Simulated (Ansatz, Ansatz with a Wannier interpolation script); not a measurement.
Rows from a G0W0 calculation on PNO (Cc) (Ansatz 0.2.0; G0W0 on LDA, plane waves, PAW; 4×4×4 mesh, 224 empty bands, screening to 120 eV), in eV. Spin-orbit coupling is left out.

```tsv
row	k	band	start	Σx	Σc at the solution	Vxc
A	Γ	v1	3.462	-22.166	3.340	-17.763
B	Γ	c2	9.446	-9.259	-4.114	-14.707
C	(-0.500, -0.500, 0.000)	c2	11.002	-9.192	-4.636	-15.467
D	(-0.500, -0.500, 0.000)	c1	9.755	-9.983	-4.543	-16.246
E	Γ	c1	9.019	-8.515	-4.176	-14.181
F	(-0.500, -0.500, 0.000)	v1	4.000	-22.515	3.187	-18.354
```

**Question.** Work out each quasiparticle level and how far it moved.

The quasiparticle equation reads E = start + Σx + Σc(E) − Vxc.

```tsv
row	E (eV)	shift (eV)
A	2.399	−1.062
B	10.780	+1.334
C	12.641	+1.639
D	11.475	+1.720
E	10.508	+1.490
F	3.026	−0.974
```

The gap over the computed points goes from 5.02 eV to 7.48 eV.

Limits: not at the basis limit.

[Paths, hosts, dates, memory and timing lines, banners, echoed tables and standing remarks are left out of the program output.]

[Logs are printed without paths, hosts, clocks, repeated set-up lines and the standing remarks that a program may print on its own settings, such as how far it seeks lower states.]

[Runs of the session that timed out or met a known fault of the program may be left out.]

[Hosts, paths, dates, database ids (printed as entryN), source tags and the programs' standing remarks are cut or masked in the printed files.]
